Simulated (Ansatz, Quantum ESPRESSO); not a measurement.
# 1T-PtS2, 2 layers, AA stacking: the dipole at a withheld member of a series

Method. Quantum ESPRESSO 7.5, PBE, GBRV ultrasoft. Cell and atoms are relaxed without a field with a D3(BJ) correction and then held. Sawtooth field with dipole correction, 17 Å of vacuum in the starting cell, Fermi-Dirac smearing of 0.002 Ry; bands along a path at each field. The series steps the field along the normal.

```
field along the normal  dipole (e Å)
                 0 V/Å         0.000
              0.05 V/Å         0.027
               0.1 V/Å         0.054
               0.3 V/Å         0.162
               0.4 V/Å         0.217
```

One more run was made and is withheld. What is the dipole at 0.2 V/Å?

**Worked estimate.** The rows at 0.1 V/Å and 0.3 V/Å give a slope of (0.162 − (0.054))/(0.3 − (0.1)) = 0.54, so a straight line gives 0.108 e Å. A parabola through these and the row at 0.05 V/Å gives 0.108 e Å.

What the calculation gave: 0.108 e Å. The line misses by 0.000 and the parabola by 0.000 e Å. Both misses are under 5 % of the step from the nearer row.

Caveats: Ions are held; semilocal gaps are too small; in strong fields empty levels can belong to the vacuum; one stacking. Members without a usable value, or on the other side of zero field or charge, are not listed.

[Logs are printed without paths, hosts, clocks, repeated set-up lines and the standing remarks that a program may print on its own settings, such as how far it seeks lower states.]
